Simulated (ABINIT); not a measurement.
An input for ABINIT 10.8.3 (Cl (Cmce)):

```
acell 3*1.0 Angstrom
rprim 
  3.145000000000 -2.250000000000 0.000000000000
  3.145000000000 2.250000000000 0.000000000000
  0.000000000000 0.000000000000 8.210000000000
ntypat 1
znucl 17
natom 4
typat 1 1 1 1
xred 
  0.870000000000 0.130000000000 0.100000000000
  0.630000000000 0.370000000000 0.600000000000
  0.130000000000 0.870000000000 0.900000000000
  0.370000000000 0.630000000000 0.400000000000
pp_dirpath "pseudos"
pseudos "Cl.upf"
ecut 25
ngkpt 4 4 2
nshiftk 1
shiftk 0 0 0
kptopt 1
chksymbreak 0
istwfk *1
occopt 1
irdwfk 1
optdriver 4
nband 262
gwcalctyp 1
ecutsigx 25
symsigma 1
nkptgw 2
kptgw 
  0.5000000000 0.5000000000 0.0000000000
  0.0000000000 0.0000000000 0.0000000000
bdgw 
  13 16
  13 16
ecuteps 5.6
irdscr 1
nomegasi 12
omegasimax 25 eV
gwmem 01
indata_prefix "in"
outdata_prefix "out"
tmpdata_prefix "tmp"
```

```sh
OMP_NUM_THREADS=1 mpirun -n 8 abinit run.abi > log
```

Q: How long will it take on 8 MPI ranks of Arm Neoverse V2, shared host, and how much memory?

It took 37 s; on shared hardware allow 18 s to 73 s. Peak host memory was 5.0 GiB.

[Paths, hosts, dates, memory and timing lines, banners, echoed tables and standing remarks are left out of the program output.]

[Logs are printed without paths, hosts, clocks, repeated set-up lines and the standing remarks that a program may print on its own settings, such as how far it seeks lower states.]

[Runs of the session that timed out or met a known fault of the program may be left out.]

[Hosts, paths, dates, database ids (printed as entryN), source tags and the programs' standing remarks are cut or masked in the printed files.]

[G0W0 gaps are taken among the corrected bands and points alone; a level outside them can change the order at an edge.]

[Where Ansatz stands beside ABINIT at settings called matched, ABINIT's density can come from a denser mesh and the files from another edition; pairs whose starting gaps differed by over 0.03 eV were left out, so agreement reads better than it is.]
